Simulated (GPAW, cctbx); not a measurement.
# By hand: from a DFT structure factor to an extinction distance in TiCd3O

TiCd3O, Pm-3m (no. 221), a = 4.6036 Å, b = 4.6036 Å, c = 4.6036 Å, α = 90.00°, β = 90.00°, γ = 90.00°.

| atom | mult. | x | y | z |
| --- | --- | --- | --- | --- |
| Cd1 | 3 | 1/2 | 0 | 1/2 |
| Ti1 | 1 | 0 | 0 | 0 |
| O1 | 1 | 1/2 | 1/2 | 1/2 |

The cell comes from substitution in a known structure type and wasn't matched to any measured phase.

A DFT run (GPAW, PBE, 550 eV, 5×5×5 k-points, Fermi–Dirac width 0.1 eV) gives the static X-ray structure factor of 111 as 128.756 e for the conventional cell; superposed free atoms give 129.389 e. **Problem.** Find the Fourier component V of the crystal potential and the two-beam extinction distance at 200 kV in both cases, then the holographic phase shift per nanometre.

## Step 1: Geometry

The cell volume is Ω = 97.57 Å³ and d(111) = 2.6579 Å, so g = 1/d = 0.3762 Å⁻¹.

## Step 2: The nuclei

Electrons feel nuclei as well as electrons, so the nuclear charges are summed with the same phases.

Phase sums Σ exp(2πi h·x), turned so that the total is real and positive: Cd +3.000, Ti +1.000, O -1.000. Then F_Z = 48 × (+3.000) + 22 × (+1.000) + 8 × (-1.000) = 158.00 e. The electron term has the same sign for this reflection.

## Step 3: Mott–Bethe

Poisson's equation, term by term, gives V = (e/4πε₀)(F_Z − F)/(πΩg²), with e/4πε₀ = 14.3996 V Å.

The prefactor is 14.3996 × 2.6579²/(π × 97.57) = 0.33188 V per electron. Free atoms: (158.00 − 129.389) × 0.33188 = 9.495 V. Crystal: (158.00 − 128.756) × 0.33188 = 9.705 V. F changes by -0.49 % and V by +2.2 %: the same 0.63 e is measured against F_Z − F = 28.6 e in place of F = 129.4 e.

## Step 4: Extinction distance

In the two-beam case ξ = 1/(λU) with U = 2γm₀eV/h², that is ξ = 150.41 V Å²/(γλV).

At 200 kV, λ = 0.02508 Å and γ = 1.3914. Free atoms: ξ = 454 Å. Crystal: ξ = 444 Å. The thickness fringes go as sin²(πt/ξ), so the two patterns slip by a quarter of a period when t|1/ξ₁ − 1/ξ₀| = 1/4, at t ≈ 513 nm. Thermal motion, absorption and many-beam coupling, left out here, change a real pattern.

## Step 5: Phase shift

A slab run (normal [001], unrelaxed) gives a mean inner potential of 16.74 V; free atoms give 18.25 V. The phase shift is φ = C_E V₀ t, with C_E = (2π/λE)(E + m₀c²)/(E + 2m₀c²).

C_E = 7.288 × 10⁻³ rad/(V nm). The shift is 0.1220 rad/nm in the crystal and 0.1330 rad/nm for free atoms. A sample 50 nm thick gives φ = 6.10 rad; read with the free-atom value it would seem 45.9 nm thick.

## Step 6: Answer

V(111) is 9.71 V against 9.50 V, and ξ is 444 against 454 Å. The phase shift is 0.122 rad/nm, and free atoms would misjudge a thickness by -8 %. Limits: static atoms, two beams; no Hubbard U on Ti.
